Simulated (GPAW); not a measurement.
**Screening of a field by a 7-layer slab of Rh(111)**

Wanted: the out-of-plane polarisability of a 7-layer slab of Rh(111).

Method: GPAW, PAW setups; slab in vacuum, relaxation, in the first sound run; inputs show where later runs differ, in GPAW 26.7.0.

Report form: the programs' logs are mostly left out.

## 1. The starting structure

The cell holds 7 atoms: 7 Rh. Cell: a = 2.687 Å, b = 2.687 Å, c = 29.164 Å, α = 90.0°, β = 90.0°, γ = 60.0°. Vacuum lies along c.

## 2. Relaxation

The atoms are relaxed first, since the surface dipole, and with it the work function, follows the positions of the outer layers. The lowest 3 atoms are held at bulk positions and keep their forces.

Input file run.py:

```python
import json
import numpy as np
from ase import Atoms
from ase.constraints import FixAtoms
from ase.optimize import BFGS
from gpaw import GPAW, PW

slab = Atoms(
    ['Rh', 'Rh', 'Rh', 'Rh', 'Rh', 'Rh', 'Rh'],
    positions=[
        [0.00000, 0.00000, 8.00000],
        [1.34350, 0.77567, 10.19393],
        [2.68701, 1.55134, 12.38786],
        [0.00000, 0.00000, 14.58179],
        [1.34350, 0.77567, 16.77572],
        [2.68701, 1.55134, 18.96966],
        [0.00000, 0.00000, 21.16359]],
    cell=[[2.68701, 0.0, 0.0], [1.3435, 2.32702, 0.0], [0.0, 0.0, 29.16359]],
    pbc=[True, True, False])

slab.calc = GPAW(mode=PW(400), xc='PBE', kpts={'size': (13, 13, 1), 'gamma': True},
                 occupations={'name': 'fermi-dirac', 'width': 0.1}, nbands='160%',
                 convergence={'density': 1e-05}, maxiter=200,
                 poissonsolver={'dipolelayer': 'xy'},
                 symmetry={'tolerance': 1e-3, 'extra_ids': [1, 1, 1, 0, 0, 0, 0]}, txt='slab.txt')
result = {}
slab.set_constraint(FixAtoms([0, 1, 2]))
path = []
opt = BFGS(slab, maxstep=0.2)
opt.attach(lambda: path.append((slab.get_potential_energy(), slab.positions.tolist(), slab.get_forces().tolist())))
result['relaxed'] = bool(opt.run(fmax=0.03, steps=40))
result['path'] = path
energy = slab.get_potential_energy()
fermi = slab.calc.get_fermi_level()
v = slab.calc.get_electrostatic_potential().mean((0, 1)) - fermi
n = slab.calc.get_pseudo_density().mean((0, 1))
L = slab.cell[2, 2]
z = np.arange(len(v)) * L / len(v)
low, high = slab.positions[:, 2].min(), slab.positions[:, 2].max()
below, above = np.interp([low - 5.8, high + 5.8], z, v)
slopes = [np.interp(x, z, np.gradient(v, z)) for x in (low - 5.8, high + 5.8)]
eps = np.array([[slab.calc.get_eigenvalues(k, s) for k in range(len(slab.calc.get_ibz_k_points()))]
                for s in range(slab.calc.get_number_of_spins())]) - fermi
top, bottom = eps[eps < 0].max(), eps[eps > 0].min()
dipole = slab.get_dipole_moment()[2]
print(f'energy {energy:.4f} eV, Fermi level {fermi:.4f} eV, dipole {dipole:.5f} e A')
print(f'potential 5.8 A off the faces, from the Fermi level: lower {below:.4f} eV, upper {above:.4f} eV')
print(f'slope of the potential there: lower {slopes[0]:.5f}, upper {slopes[1]:.5f} eV/A')
print(f'nearest levels on the mesh: {top:.4f} and {bottom:.4f} eV')
print('magnetic moment', round(slab.get_magnetic_moment(), 3))
result.update(energy=energy, fermi=fermi, dipole=dipole, below=below, above=above, slopes=slopes, edges=[top, bottom],
              z=z.tolist(), v=v.tolist(), n=n.tolist(), positions=slab.positions.tolist(),
              forces=slab.get_forces(apply_constraint=False).tolist(), moments=slab.get_magnetic_moments().tolist())
json.dump(result, open('result.json', 'w'))
```

Started as:

```sh
$ OMP_NUM_THREADS=1 OPENBLAS_NUM_THREADS=1 python run.py
```

Wall time 27 min (1 thread of Intel Xeon 6975P-C (Granite Rapids), shared host); peak memory 0.29 GiB.

Relaxation path:

| step | energy less that of the first step (eV) | largest force (eV/Å) |
| --- | --- | --- |
| 1 | 0.0000 | 0.2204 |
| 2 | -0.0012 | 0.1934 |
| 3 | -0.0069 | 0.2235 |
| 4 | -0.0078 | 0.2217 |
| 5 | -0.0167 | 0.1345 |
| 6 | -0.0174 | 0.1173 |
| 7 | -0.0178 | 0.1041 |
| 8 | -0.0183 | 0.1065 |
| 9 | -0.0186 | 0.0764 |
| 10 | -0.0187 | 0.0322 |
| 11 | -0.0188 | 0.0214 |

The atoms that moved most (Å):

| atom | dx | dy | dz | length |
| --- | --- | --- | --- | --- |
| Rh6 | 0.000 | 0.000 | 0.117 | 0.117 |
| Rh7 | 0.000 | 0.000 | 0.112 | 0.112 |
| Rh5 | 0.000 | 0.000 | 0.092 | 0.092 |
| Rh4 | 0.000 | 0.000 | 0.049 | 0.049 |

The relaxed structure:

```cif
data_structure
_symmetry_space_group_name_H-M 'P 1'
_symmetry_Int_Tables_number 1
_cell_length_a 2.6870
_cell_length_b 2.6870
_cell_length_c 29.1636
_cell_angle_alpha 90.000
_cell_angle_beta 90.000
_cell_angle_gamma 60.000
_cell_volume 182.35
loop_
_atom_site_label
_atom_site_type_symbol
_atom_site_fract_x
_atom_site_fract_y
_atom_site_fract_z
_atom_site_occupancy
Rh1 Rh 0.00000 0.00000 0.27431 1
Rh2 Rh 0.33333 0.33333 0.34954 1
Rh3 Rh 0.66667 0.66667 0.42477 1
Rh4 Rh 0.00000 0.00000 0.50168 1
Rh5 Rh 0.33333 0.33333 0.57838 1
Rh6 Rh 0.66667 0.66667 0.65448 1
Rh7 Rh 0.00000 0.00000 0.72954 1
```

Numbers from this step:

```
dipole along the normal                    : -8.12e-4 e·Å
levels nearest the Fermi level on the mesh : -3.86e-4, 0.01828 eV from the Fermi level
upper work function                        : 5.153 eV
lower work function                        : 5.148 eV
```

The electrostatic potential energy of an electron (without an applied field's), less the Fermi level, planar mean oscillates, so the rows of the table below give means over windows of 2.27 Å about each position, cut where the curve ends. Its maxima inside the range that stand out by 2 % of the span (Å: eV): 9.1: -0.626, 11.3: -0.909, 13.5: -0.381, 15.8: -0.435, 17.9: -0.660, 20.2: -0.664. Its minima: 8.0: -25.8, 10.2: -26.1, 12.4: -26.1, 14.6: -26.0, 16.9: -26.2, 19.1: -26.2, 21.3: -25.9.

Table of electrostatic potential energy of an electron (without an applied field's), less the Fermi level, planar mean by z; means over each step:

z (Å), electrostatic potential energy of an electron (without an applied field's), less the Fermi level, planar mean (eV) and a bar from the least value:
```
     1.14        5.1 ##############################
     3.41        5.1 ##############################
     5.68        4.7 #############################
     7.95      -10.8 #
    10.22      -11.5 
    12.49      -11.4 
    14.76      -11.3 
    17.03      -11.4 
    19.30      -11.5 
    21.57      -10.4 ##
    23.84        4.9 ##############################
    26.11        5.2 ##############################
    28.38        5.2 ##############################
```

The pseudo valence density, planar mean oscillates, so the rows of the table below give means over windows of 2.16 Å about each position, cut where the curve ends. Its maxima inside the range that stand out by 2 % of the span (Å: e/Å³): 8.0: 2.59, 10.2: 2.58, 12.3: 2.52, 14.7: 2.55, 16.9: 2.60, 19.0: 2.52, 21.2: 2.44. Its minima: 9.1: 0.324, 11.2: 0.325, 13.6: 0.310, 15.8: 0.302, 17.9: 0.312, 20.1: 0.333.

The pseudo valence density, planar mean by z; means over each step:

| z (Å) | pseudo valence density, planar mean (e/Å³) |
| --- | --- |
| 3.24 | 2.6e-5 |
| 5.40 | 0.00771 |
| 7.56 | 1.02 |
| 9.72 | 1.10 |
| 11.88 | 1.10 |
| 14.04 | 1.08 |
| 16.20 | 1.07 |
| 18.36 | 1.07 |
| 20.52 | 1.09 |
| 22.68 | 0.236 |
| 24.84 | 6.1e-4 |
| 27.00 | 0 |

The relaxation lowered the energy of the cell by 0.0188 eV (energies extrapolated to zero smearing; the optimiser's log prints free energies). The largest force left on a free atom is 0.021 eV/Å.

## 3. Plane waves, PBE

The work function is the vacuum plateau of the electrostatic potential less the Fermi level; a dipole layer lets the two faces have plateaus of their own.

This step: GPAW, PAW setups; slab in vacuum (GPAW 26.7.0).

run.py: that of step 2 with these lines changed.

```diff
@@ -3,4 +3,2 @@
 from ase import Atoms
-from ase.constraints import FixAtoms
-from ase.optimize import BFGS
 from gpaw import GPAW, PW
@@ -13,6 +11,6 @@
         [2.68701, 1.55134, 12.38786],
-        [0.00000, 0.00000, 14.58179],
-        [1.34350, 0.77567, 16.77572],
-        [2.68701, 1.55134, 18.96966],
-        [0.00000, 0.00000, 21.16359]],
+        [-0.00000, 0.00000, 14.63078],
+        [1.34350, 0.77567, 16.86765],
+        [2.68701, 1.55134, 19.08697],
+        [-0.00000, -0.00000, 21.27595]],
     cell=[[2.68701, 0.0, 0.0], [1.3435, 2.32702, 0.0], [0.0, 0.0, 29.16359]],
@@ -24,10 +22,4 @@
                  poissonsolver={'dipolelayer': 'xy'},
-                 symmetry={'tolerance': 1e-3, 'extra_ids': [1, 1, 1, 0, 0, 0, 0]}, txt='slab.txt')
+                 symmetry={'tolerance': 1e-3}, txt='slab.txt')
 result = {}
-slab.set_constraint(FixAtoms([0, 1, 2]))
-path = []
-opt = BFGS(slab, maxstep=0.2)
-opt.attach(lambda: path.append((slab.get_potential_energy(), slab.positions.tolist(), slab.get_forces().tolist())))
-result['relaxed'] = bool(opt.run(fmax=0.03, steps=40))
-result['path'] = path
 energy = slab.get_potential_energy()
```

Elapsed: 5.7 min, on 1 thread; peak memory 0.29 GiB.

Numbers from this step:

* dipole along the normal: -4.59e-4 e·Å
* levels nearest the Fermi level on the mesh: -3.69e-4, 0.01828 eV from the Fermi level
* upper work function: 5.154 eV
* lower work function: 5.149 eV

The electrostatic potential energy of an electron (without an applied field's), less the Fermi level, planar mean oscillates, so the rows of the table below give means over windows of 2.27 Å about each position, cut where the curve ends. Its maxima inside the range that stand out by 2 % of the span (Å: eV): 9.1: -0.626, 11.3: -0.909, 13.5: -0.381, 15.8: -0.435, 17.9: -0.660, 20.2: -0.664. Its minima: 8.0: -25.8, 10.2: -26.1, 12.4: -26.1, 14.6: -26.0, 16.9: -26.2, 19.1: -26.2, 21.3: -25.9.

Electrostatic potential energy of an electron (without an applied field's), less the Fermi level, planar mean against z; means over each step:

| z (Å) | electrostatic potential energy of an electron (without an applied field's), less the Fermi level, planar mean (eV) |
| --- | --- |
| 1.14 | 5.15 |
| 3.41 | 5.15 |
| 5.68 | 4.70 |
| 7.95 | -10.8 |
| 10.22 | -11.5 |
| 12.49 | -11.4 |
| 14.76 | -11.3 |
| 17.03 | -11.4 |
| 19.30 | -11.5 |
| 21.57 | -10.4 |
| 23.84 | 4.91 |
| 26.11 | 5.15 |
| 28.38 | 5.15 |

The pseudo valence density, planar mean oscillates, so the rows of the table below give means over windows of 2.16 Å about each position, cut where the curve ends. Its maxima inside the range that stand out by 2 % of the span (Å: e/Å³): 8.0: 2.59, 10.2: 2.58, 12.3: 2.52, 14.7: 2.55, 16.9: 2.60, 19.0: 2.52, 21.2: 2.44. Its minima: 9.1: 0.324, 11.2: 0.325, 13.6: 0.310, 15.8: 0.302, 17.9: 0.312, 20.1: 0.333.

Table of pseudo valence density, planar mean by z; means over each step:

z (Å), pseudo valence density, planar mean (e/Å³) and a bar:
```
     3.24       0.00 
     5.40       0.01 
     7.56       1.02 ############################
     9.72       1.10 ##############################
    11.88       1.10 ##############################
    14.04       1.08 #############################
    16.20       1.07 #############################
    18.36       1.07 #############################
    20.52       1.09 ##############################
    22.68       0.24 ######
    24.84       0.00 
    27.00       0.00
```

Force by atom:

| atom | x (eV/Å) | y (eV/Å) | z (eV/Å) | size |
| --- | --- | --- | --- | --- |
| Rh1 | 0.000 | 0.000 | 0.010 | 0.010 |
| Rh2 | 0.000 | 0.000 | -0.170 | 0.170 |
| Rh3 | 0.000 | 0.000 | 0.163 | 0.163 |
| Rh4 | 0.000 | 0.000 | -0.014 | 0.014 |
| Rh5 | 0.000 | 0.000 | 0.022 | 0.022 |
| Rh6 | 0.000 | 0.000 | -0.019 | 0.019 |
| Rh7 | 0.000 | 0.000 | 0.008 | 0.008 |

The potential is flat to 1.2e-4 eV/Å where it is read, so the vacuum is wide enough.

## 4. Field on

A uniform field along the normal polarises the slab; the atoms stay fixed, so this is the electronic response alone.

run.py: that of step 3 with these lines changed.

```diff
@@ -4,2 +4,3 @@
 from gpaw import GPAW, PW
+from gpaw.external import ConstantElectricField
 
@@ -22,2 +23,3 @@
                  poissonsolver={'dipolelayer': 'xy'},
+                 external=ConstantElectricField(-0.2, [0, 0, 1]),
                  symmetry={'tolerance': 1e-3}, txt='slab.txt')
```

Run time: 20 min. Hardware: 1 thread; peak memory 0.67 GiB.

Numbers from this step:

```
dipole along the normal                                         : -0.1150 e·Å
levels nearest the Fermi level on the mesh                      : -4.40e-4, 0.01835 eV from the Fermi level
potential below the slab, the applied field's own ramp left out : 3.502 eV from the Fermi level
potential above the slab, the applied field's own ramp left out : 6.831 eV from the Fermi level
```

The electrostatic potential energy of an electron (without an applied field's), less the Fermi level, planar mean oscillates, so the rows of the table below give means over windows of 2.27 Å about each position, cut where the curve ends. Its maxima inside the range that stand out by 2 % of the span (Å: eV): 9.1: -1.73, 11.3: -1.56, 13.5: -0.597, 15.8: -0.197, 17.9: 0.00951, 20.2: 0.459, 28.7: 6.83. Its minima: 8.0: -27.2, 10.2: -27.0, 12.4: -26.5, 14.6: -26.0, 16.9: -25.7, 19.1: -25.3, 21.3: -24.5.

The electrostatic potential energy of an electron (without an applied field's), less the Fermi level, planar mean by z; means over each step:

z (Å), electrostatic potential energy of an electron (without an applied field's), less the Fermi level, planar mean (eV) and a bar from the least value:
```
     1.14        3.6 #########################
     3.41        3.5 #########################
     5.68        3.1 ########################
     7.95      -12.1 
    10.22      -12.4 
    12.49      -11.8 #
    14.76      -11.3 ##
    17.03      -10.9 ##
    19.30      -10.6 ###
    21.57       -9.0 #####
    23.84        6.6 ##############################
    26.11        6.8 ##############################
    28.38        6.7 ##############################
```

Force by atom:

| atom | x (eV/Å) | y (eV/Å) | z (eV/Å) | size |
| --- | --- | --- | --- | --- |
| Rh1 | 0.000 | 0.000 | 0.012 | 0.012 |
| Rh2 | 0.000 | 0.000 | -0.171 | 0.171 |
| Rh3 | 0.000 | 0.000 | 0.160 | 0.160 |
| Rh4 | 0.000 | 0.000 | -0.013 | 0.013 |
| Rh5 | 0.000 | 0.000 | 0.020 | 0.020 |
| Rh6 | 0.000 | 0.000 | -0.018 | 0.018 |
| Rh7 | 0.000 | 0.000 | 0.014 | 0.014 |

The dipole is now -0.115 e Å, against -4.6e-4 in the run without a field.

## 5. Field on

run.py: that of step 4 with these lines changed.

```diff
@@ -23,3 +23,3 @@
                  poissonsolver={'dipolelayer': 'xy'},
-                 external=ConstantElectricField(-0.2, [0, 0, 1]),
+                 external=ConstantElectricField(-0.1, [0, 0, 1]),
                  symmetry={'tolerance': 1e-3}, txt='slab.txt')
```

It took 19 min on 1 thread; peak memory 0.67 GiB.

This step gave:

- dipole along the normal: -0.05758 e·Å
- levels nearest the Fermi level on the mesh: -3.91e-4, 0.01831 eV from the Fermi level
- potential below the slab, the applied field's own ramp left out: 4.325 eV from the Fermi level
- potential above the slab, the applied field's own ramp left out: 5.991 eV from the Fermi level

The electrostatic potential energy of an electron (without an applied field's), less the Fermi level, planar mean oscillates, so the rows of the table below give means over windows of 2.27 Å about each position, cut where the curve ends. Its maxima inside the range that stand out by 2 % of the span (Å: eV): 9.1: -1.18, 11.3: -1.23, 13.5: -0.489, 15.8: -0.316, 17.9: -0.325, 20.2: -0.103. Its minima: 8.0: -26.5, 10.2: -26.6, 12.4: -26.3, 14.6: -26.0, 16.9: -25.9, 19.1: -25.7, 21.3: -25.2.

Electrostatic potential energy of an electron (without an applied field's), less the Fermi level, planar mean against z; means over each step:

| z (Å) | electrostatic potential energy of an electron (without an applied field's), less the Fermi level, planar mean (eV) |
| --- | --- |
| 1.14 | 4.39 |
| 3.41 | 4.32 |
| 5.68 | 3.89 |
| 7.95 | -11.5 |
| 10.22 | -11.9 |
| 12.49 | -11.6 |
| 14.76 | -11.3 |
| 17.03 | -11.2 |
| 19.30 | -11.0 |
| 21.57 | -9.66 |
| 23.84 | 5.74 |
| 26.11 | 5.99 |
| 28.38 | 5.95 |

Force by atom:

| atom | x (eV/Å) | y (eV/Å) | z (eV/Å) | size |
| --- | --- | --- | --- | --- |
| Rh1 | 0.000 | 0.000 | 0.010 | 0.010 |
| Rh2 | 0.000 | 0.000 | -0.171 | 0.171 |
| Rh3 | 0.000 | 0.000 | 0.162 | 0.162 |
| Rh4 | 0.000 | 0.000 | -0.013 | 0.013 |
| Rh5 | 0.000 | 0.000 | 0.021 | 0.021 |
| Rh6 | 0.000 | 0.000 | -0.019 | 0.019 |
| Rh7 | 0.000 | 0.000 | 0.010 | 0.010 |

The dipole is now -0.0576 e Å, against -4.6e-4 in the run without a field.

## 6. In a field

run.py: that of step 5 with these lines changed.

```diff
@@ -23,3 +23,3 @@
                  poissonsolver={'dipolelayer': 'xy'},
-                 external=ConstantElectricField(-0.1, [0, 0, 1]),
+                 external=ConstantElectricField(-0.05, [0, 0, 1]),
                  symmetry={'tolerance': 1e-3}, txt='slab.txt')
```

The job ended after 22 min (1 thread; peak memory 0.68 GiB).

The electrostatic potential energy of an electron (without an applied field's), less the Fermi level, planar mean oscillates, so the rows of the table below give means over windows of 2.27 Å about each position, cut where the curve ends. Its maxima inside the range that stand out by 2 % of the span (Å: eV): 9.1: -0.901, 11.3: -1.07, 13.5: -0.435, 15.8: -0.376, 17.9: -0.493, 20.2: -0.383. Its minima: 8.0: -26.2, 10.2: -26.3, 12.4: -26.2, 14.6: -26.0, 16.9: -26.0, 19.1: -25.9, 21.3: -25.5.

The electrostatic potential energy of an electron (without an applied field's), less the Fermi level, planar mean by z; means over each step:

z (Å), electrostatic potential energy of an electron (without an applied field's), less the Fermi level, planar mean (eV) and a bar from the least value:
```
     1.14        4.8 #############################
     3.41        4.7 #############################
     5.68        4.3 ############################
     7.95      -11.1 #
    10.22      -11.7 
    12.49      -11.5 
    14.76      -11.3 #
    17.03      -11.3 #
    19.30      -11.3 #
    21.57      -10.0 ###
    23.84        5.3 ##############################
    26.11        5.6 ##############################
    28.38        5.5 ##############################
```

## 7. Field on

run.py: that of step 6 with these lines changed.

```diff
@@ -23,3 +23,3 @@
                  poissonsolver={'dipolelayer': 'xy'},
-                 external=ConstantElectricField(-0.05, [0, 0, 1]),
+                 external=ConstantElectricField(0.05, [0, 0, 1]),
                  symmetry={'tolerance': 1e-3}, txt='slab.txt')
```

Run time: 17 min. Hardware: 1 thread; peak memory 0.69 GiB.

The electrostatic potential energy of an electron (without an applied field's), less the Fermi level, planar mean oscillates, so the rows of the table below give means over windows of 2.27 Å about each position, cut where the curve ends. Its maxima inside the range that stand out by 2 % of the span (Å: eV): 9.1: -0.350, 11.3: -0.746, 13.5: -0.326, 15.8: -0.494, 17.9: -0.828, 20.2: -0.945. Its minima: 8.0: -25.5, 10.2: -25.9, 12.4: -26.0, 14.6: -26.0, 16.9: -26.3, 19.1: -26.4, 21.3: -26.2.

Table of electrostatic potential energy of an electron (without an applied field's), less the Fermi level, planar mean by z; means over each step:

| z (Å) | electrostatic potential energy of an electron (without an applied field's), less the Fermi level, planar mean (eV) |
| --- | --- |
| 1.14 | 5.53 |
| 3.41 | 5.56 |
| 5.68 | 5.11 |
| 7.95 | -10.5 |
| 10.22 | -11.3 |
| 12.49 | -11.3 |
| 14.76 | -11.4 |
| 17.03 | -11.5 |
| 19.30 | -11.7 |
| 21.57 | -10.7 |
| 23.84 | 4.50 |
| 26.11 | 4.74 |
| 28.38 | 4.76 |

## 8. Field on

run.py: that of step 7 with these lines changed.

```diff
@@ -23,3 +23,3 @@
                  poissonsolver={'dipolelayer': 'xy'},
-                 external=ConstantElectricField(0.05, [0, 0, 1]),
+                 external=ConstantElectricField(0.1, [0, 0, 1]),
                  symmetry={'tolerance': 1e-3}, txt='slab.txt')
```

It took 16 min on 1 thread; peak memory 0.69 GiB.

The dipole is now 0.0573 e Å, against -4.6e-4 in the run without a field.

## 9. Field on

run.py: that of step 8 with these lines changed.

```diff
@@ -23,3 +23,3 @@
                  poissonsolver={'dipolelayer': 'xy'},
-                 external=ConstantElectricField(0.1, [0, 0, 1]),
+                 external=ConstantElectricField(0.2, [0, 0, 1]),
                  symmetry={'tolerance': 1e-3}, txt='slab.txt')
```

The job ended after 21 min (1 thread; peak memory 0.69 GiB).

The dipole is now 0.115 e Å, against -4.6e-4 in the run without a field.

(Continued in part 2 of 2.)

[Logs are printed without paths, hosts, clocks, repeated set-up lines and the standing remarks that a program may print on its own settings, such as how far it seeks lower states.]

[Hosts, paths, dates, database ids (printed as entryN), source tags and the programs' standing remarks are cut or masked in the printed files.]
